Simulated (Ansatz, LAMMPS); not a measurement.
**Molecular dynamics of a frame of liquid (Li,K)Br from 1100 K, run at 600 K (70 atoms)**

Wanted: a short trajectory of a frame of liquid (Li,K)Br from 1100 K, run at 600 K (70 atoms) with its pair distributions.

Program: Ansatz 0.2.0. Level of theory: Kohn-Sham DFT, RPBE, PAW (set soft_2), plane waves. Results are calculated unless marked as measured.

### Step 1. The starting structure

The cell holds 70 atoms: 21 Li, 14 K and 35 Br. Its edges and angles: a = 13.599 Å, b = 13.599 Å, c = 13.599 Å, α = 90.0°, β = 90.0°, γ = 90.0°. 70 atoms (21 Li, 14 K, 35 Br) placed at random at 2.3 g/cm³, melted at 1800 K for 10 ps at fixed volume with the Lennard-Jones and Coulomb ion parameters for SPC/E (Joung and Cheatham, J. Phys. Chem. B 112, 9020 (2008)), full charges. Snapshot at the end of a hold of 20 ps at 1100 K and fixed volume.

Limits known from the start: The network of bonds at the start is that of the classical potential that made the cell, and needn't be the one that DFT or experiment would give. The cell was made at 1100 K but the dynamics is set to 600 K: the trajectory isn't one at 1100 K. The ion parameters were fitted for water, not for melts, so the starting structure of this cell may lie well off the real melt's. Sampling is at Γ alone, for a cell whose shortest periodic width is 14 Å.

### Step 2. Dynamics at 600 K

A Langevin thermostat couples each atom to a heat bath, at the price of damped dynamics. The time step is 1.0 fs.

input.yaml

```yaml
crystal:
  lattice:
    - [13.5994, 0.0, 0.0]
    - [0.0, 13.5994, 0.0]
    - [0.0, 0.0, 13.5994]
  atoms:
    - { symbol: Li, position: [0.84757, 0.54072, 0.05252] }
    - { symbol: Li, position: [0.69605, 0.11806, 0.84686] }
    - { symbol: Li, position: [0.64667, 0.97217, 0.29729] }
    - { symbol: Li, position: [0.40868, 0.8761, 0.17734] }
    [... 60 atom lines left out ...]
    - { symbol: Br, position: [0.93649, 0.714, 0.55558] }
    - { symbol: Br, position: [0.15037, 0.16419, 0.89343] }
    - { symbol: Br, position: [0.99181, 0.41834, 0.98794] }
    - { symbol: Br, position: [0.90573, 0.73773, 0.05468] }
    - { symbol: Br, position: [0.19584, 0.44063, 0.50156] }
    - { symbol: Br, position: [0.30995, 0.70487, 0.53377] }
kpoints:
  mp_grid: { grid: [1, 1, 1] }
hamiltonian:
  xc: rpbe
scf:
  occupations: { method: fixed }
output:
  forces: true
md:
  timestep: 1.0
  n_steps: 138
  ensemble: nvt_langevin
  temperature: 600
  initial_velocities: maxwell_boltzmann
  seed: 7394
```

Launch:

```sh
ansatz run input.yaml --threads 4 --pin off --max-ram 8192MiB --backend cpu --events-out ev --progress --plain --runs-dir out
```

Elapsed: 22 min, on 4 threads of Arm Neoverse V2, shared host; peak memory 2.4 GiB; 87 min of CPU time.

The program notes that it switched symmetry off.

Rows from the run:

```
time (fs)  T (K)  potential (meV/atom)
      0.0    591                   0.0
      9.0    558                   7.1
     18.0    503                  11.4
     28.0    442                   8.9
     37.0    505                   5.2
     46.0    518                   3.7
     55.0    523                   2.7
     64.0    557                  -1.0
     74.0    574                  -2.2
     83.0    594                  -2.8
     92.0    590                  -8.7
    101.0    630                 -15.3
    110.0    622                 -18.5
    120.0    640                 -16.8
    129.0    627                 -11.1
    138.0    537                  -6.6
```

Mean square displacement from the first frame to the last: Li 0.71 Å², K 0.25 Å², Br 0.13 Å².

The mean square displacement by time lag:

```
time lag (fs)  Br (Å²)   K (Å²)  Li (Å²)
          1.0   1.7e-5   3.1e-5   2.4e-4
          3.0   1.5e-4   2.7e-4  0.00211
          6.0   5.9e-4  0.00108  0.00836
          9.0  0.00132  0.00239   0.0185
         12.0  0.00230  0.00418   0.0323
         15.0  0.00353  0.00641   0.0494
         18.0  0.00500  0.00906   0.0693
         20.0  0.00609   0.0110   0.0839
         23.0  0.00790   0.0143    0.107
         26.0  0.00990   0.0180    0.133
         29.0   0.0121   0.0220    0.159
         32.0   0.0144   0.0263    0.186
         35.0   0.0170   0.0308    0.213
         37.0   0.0187   0.0340    0.231
         40.0   0.0215   0.0390    0.257
         43.0   0.0244   0.0443    0.283
         46.0   0.0274   0.0498    0.307
         49.0   0.0306   0.0555    0.330
         52.0   0.0339   0.0614    0.351
         54.0   0.0361   0.0654    0.364
         57.0   0.0395   0.0716    0.382
         60.0   0.0430   0.0779    0.398
         63.0   0.0466   0.0844    0.412
         66.0   0.0502   0.0910    0.426
         69.0   0.0538   0.0978    0.437
```

Over the second half of 138 fs the temperature averages 604 K with swings of 35 K r.m.s. From first frame to last Li has the largest mean square displacement, 0.71 Å² at the end; the farthest move is 1.59 Å. The run spans 0.14 ps, too short for its means to be equilibrium values.

### Step 3. Distances and neighbours late in the run

The g(r) is a mean over the second half; what follows it is taken at the last frame.

Density 2.30 g/cm³, 35.93 Å³ an atom.

Mean of 15 frames. g(r), total and by pair (bins of 0.2 Å):

```
r (Å)  total  Br-Br  Br-Li  Br-K  Li-Li  Li-K   K-K
 2.10   0.04   0.00   0.14  0.00   0.00  0.00  0.00
 2.30   0.75   0.00   2.49  0.00   0.00  0.00  0.00
 2.50   1.45   0.00   4.83  0.00   0.00  0.00  0.00
 2.70   1.08   0.00   3.56  0.07   0.00  0.00  0.00
 2.90   0.96   0.00   2.67  0.50   0.61  0.08  0.00
 3.10   0.87   0.00   1.06  2.47   0.50  0.14  0.00
 3.30   0.92   0.00   0.59  3.31   0.83  0.04  0.00
 3.50   0.97   0.33   0.32  3.06   1.67  0.22  0.00
 3.70   1.00   1.08   0.28  1.72   1.81  1.17  0.00
 3.90   1.07   1.66   0.41  1.02   1.77  1.33  0.30
 4.10   1.03   1.41   0.52  0.98   1.07  1.55  1.16
 4.30   1.15   2.26   0.54  0.58   1.41  1.09  1.26
 4.50   1.31   2.20   0.59  0.94   1.58  1.53  1.82
 4.70   1.18   2.06   0.59  0.42   1.26  1.67  2.26
 4.90   1.05   1.39   0.76  0.60   1.08  1.54  1.81
 5.10   0.97   1.08   0.92  0.42   0.73  1.68  1.63
 5.30   0.87   0.68   1.09  0.60   0.54  1.39  1.01
 5.50   0.82   0.78   0.99  0.39   0.88  1.16  0.92
 5.70   0.85   0.42   0.99  0.84   0.88  1.23  1.33
 5.90   0.94   0.48   1.22  1.08   0.87  1.11  0.70
 6.10   0.94   0.90   1.16  0.84   0.50  0.85  1.15
 6.30   1.05   0.61   1.41  1.28   0.81  0.77  1.28
 6.50   1.00   0.82   1.25  1.23   0.56  0.89  0.34
 6.70   0.93   0.67   1.08  1.33   0.82  0.70  0.44
```

Bonds by pair of elements; cutoffs follow the first minimum of g(r), held within bounds set by covalent radii, and pairs that aren't listed don't count as bonded:

```
pair A-B  cutoff (Å)  bonds  mean length (Å)  spread (Å)  shortest (Å)  B about A  A about B
   Br-Li         3.3     80             2.71       0.245          2.16       2.29       3.81
    Br-K        3.88     62             3.38       0.223          2.80       1.77       4.43
```

The cutoff for Br-K falls short of the minimum of g(r), so counts run low and odd coordinations can be artefacts.

How many atoms have how many bonded neighbours:

```
element  mean  2  3   4   5  6
     Br  4.06  1  8  14  12  0
      K  4.43  0  2   5   6  1
     Li  3.81  0  5  15   1  0
```

Bond angles (no mean is given where the spread exceeds 20°):

```
   angle  count  mean (°)  spread (°)
 K-Br-Li    125         -           -
Br-Li-Br    115       110        18.1
 Br-K-Br    111         -           -
Li-Br-Li     63         -           -
  K-Br-K     41         -           -
```

Bond length by coordination (bonds to H left out):

```
element  coordination  atoms  mean bond length (Å)
     Br             2      1                  2.62
     Br             3      8                  2.85
     Br             4     14                  3.00
     Br             5     12                  3.07
      K             3      2                  3.25
      K             4      5                  3.37
      K             5      6                  3.44
      K             6      1                  3.25
     Li             3      5                  2.67
     Li             4     15                  2.70
     Li             5      1                  2.92
```

First main peaks of g(r), for some of the pairs, lie near 2.6 Å (Br-Li) and 3.3 Å (Br-K).

### Step 4. Single point at the last frame

The last frame is solved once more, with the analyses that the dynamics left out.

input.yaml

```yaml
crystal:
  lattice:
    - [13.5994, 0.0, 0.0]
    - [0.0, 13.5994, 0.0]
    - [0.0, 0.0, 13.5994]
  atoms:
    - { symbol: Li, position: [0.86737, 0.51848, 0.10255] }
    - { symbol: Li, position: [0.6753, 0.12806, 0.83806] }
    - { symbol: Li, position: [0.70563, 0.95691, 0.27616] }
    - { symbol: Li, position: [0.38881, 0.87933, 0.17894] }
    [... 60 atom lines left out ...]
    - { symbol: Br, position: [0.93677, 0.7338, 0.55396] }
    - { symbol: Br, position: [0.13769, 0.16434, 0.91607] }
    - { symbol: Br, position: [0.01274, 0.43318, 0.00573] }
    - { symbol: Br, position: [0.90972, 0.74112, 0.0342] }
    - { symbol: Br, position: [0.22294, 0.45495, 0.47937] }
    - { symbol: Br, position: [0.29447, 0.72368, 0.55543] }
kpoints:
  mp_grid: { grid: [1, 1, 1] }
hamiltonian:
  xc: rpbe
scf:
  occupations: { method: fixed }
output:
  forces: true
  stress: true
  populations: intrinsic
  dos:
    method: { smearing: { sigma: 0.15 } }
    de: 0.1
    projected: { site_lists: { Br: [Br], K: [K], Li: [Li] } }
  eigenvalues: true
  write_density: true
  write_potential: true
  volumetric_format: npy
  elf: true
```

Run time: 29 s. Hardware: 4 threads; peak memory 2.4 GiB.

The program notes that the exchange-correlation potential is rough where the density is thin.

The run gave:

```
free energy                                      : -123640.5789 eV
free energy per atom                             : -1766.2940 eV/atom
SCF cycles                                       : 7
pressure                                         : 0.2884 GPa
r.m.s. force component                           : 0.3485 eV/Å
longest force                                    : 1.565 eV/Å
Fermi energy                                     : 0.521 eV
gap (highest filled to lowest empty level) : 3.309 eV
```

Length of the force by element:

```
element  coordination  atoms  mean length of the force (eV/Å)  spread  least  most
     Br           all     35                            0.527   0.271  0.089  1.28
      K           all     14                            0.423   0.238  0.127  1.05
     Li           all     21                            0.580   0.368  0.131  1.56
```

Intrinsic-atomic-orbital charges by element:

```
element  coordination  atoms  mean charge (e)  spread   least    most
     Br           all     35           -0.706   0.023  -0.751  -0.653
      K           all     14            0.767  0.0143   0.727   0.786
     Li           all     21            0.665  0.0161   0.639   0.703
```

Density of states as counts of states in windows of 1 eV (from the Fermi level), total and the larger projections:

```
from (eV)  to (eV)  total  Br p  K s
      -10       -4    0.0   0.0  0.0
       -4       -3    2.2   2.0  0.0
       -3       -2   46.0  42.4  0.6
       -2       -1  102.0  98.1  1.1
       -1        0   58.7  57.5  0.3
        0        1    1.1   1.1  0.0
        1        3    0.0   0.0  0.0
        3        4    2.0   0.0  0.9
        4        5   17.0   1.3  6.6
```

With fixed occupations the program's Fermi level is the highest filled level; weight inside the gap is the broadening of levels at its edges.

Between -26 and -10 eV lie 154 more states.

The stored curve holds about 364 of the 434 electrons; the rest, give or take the few that broadening carries across the Fermi level, lie in deeper levels below its range.

The levels nearest the highest filled one (over half full), pooled over k-points and spins:

```
level less the highest filled one (eV)  occupation
                                -0.421           2
                                -0.392           2
                                -0.326           2
                                -0.215           2
                                -0.203           2
                                     0           2
                                  3.31           0
                                  4.25           0
                                  4.35           0
                                  4.42           0
                                  4.55           0
                                  4.58           0
```

Mean intrinsic-atomic-orbital charges: Br -0.71, K +0.77, Li +0.67 e. The largest share in the top eV of filled states is Br p (99 % of the projected weight), and in the lowest eV of empty states K s (51 % of the projected weight).

### Step 5. Summary of results

| Quantity | Value |
| --- | --- |
| mean temperature, second half | 603.7 K |
| temperature swing, second half | 35.07 K |
| free energy per atom | -1766.2940 eV/atom |
| pressure | 0.2884 GPa |
| r.m.s. force component | 0.3485 eV/Å |
| gap (highest filled to lowest empty level) | 3.309 eV |
| wall time of the 2 DFT runs | 23 min |

What this shows: Over the second half of 138 fs the temperature averages 604 K with swings of 35 K r.m.s. The run spans 0.14 ps, too short for its means to be equilibrium values. Filled and empty levels are parted by 3.31 eV (at Γ alone); a semilocal functional tends to put such gaps too low. In a disordered cell it changes from sample to sample and from frame to frame.

**Limits.** The pressure of a single frame lacks the kinetic term, about 0.23 GPa here.

[Logs are printed without paths, hosts, clocks, repeated set-up lines and the standing remarks that a program may print on its own settings, such as how far it seeks lower states.]

[Hosts, paths, dates, database ids (printed as entryN), source tags and the programs' standing remarks are cut or masked in the printed files.]
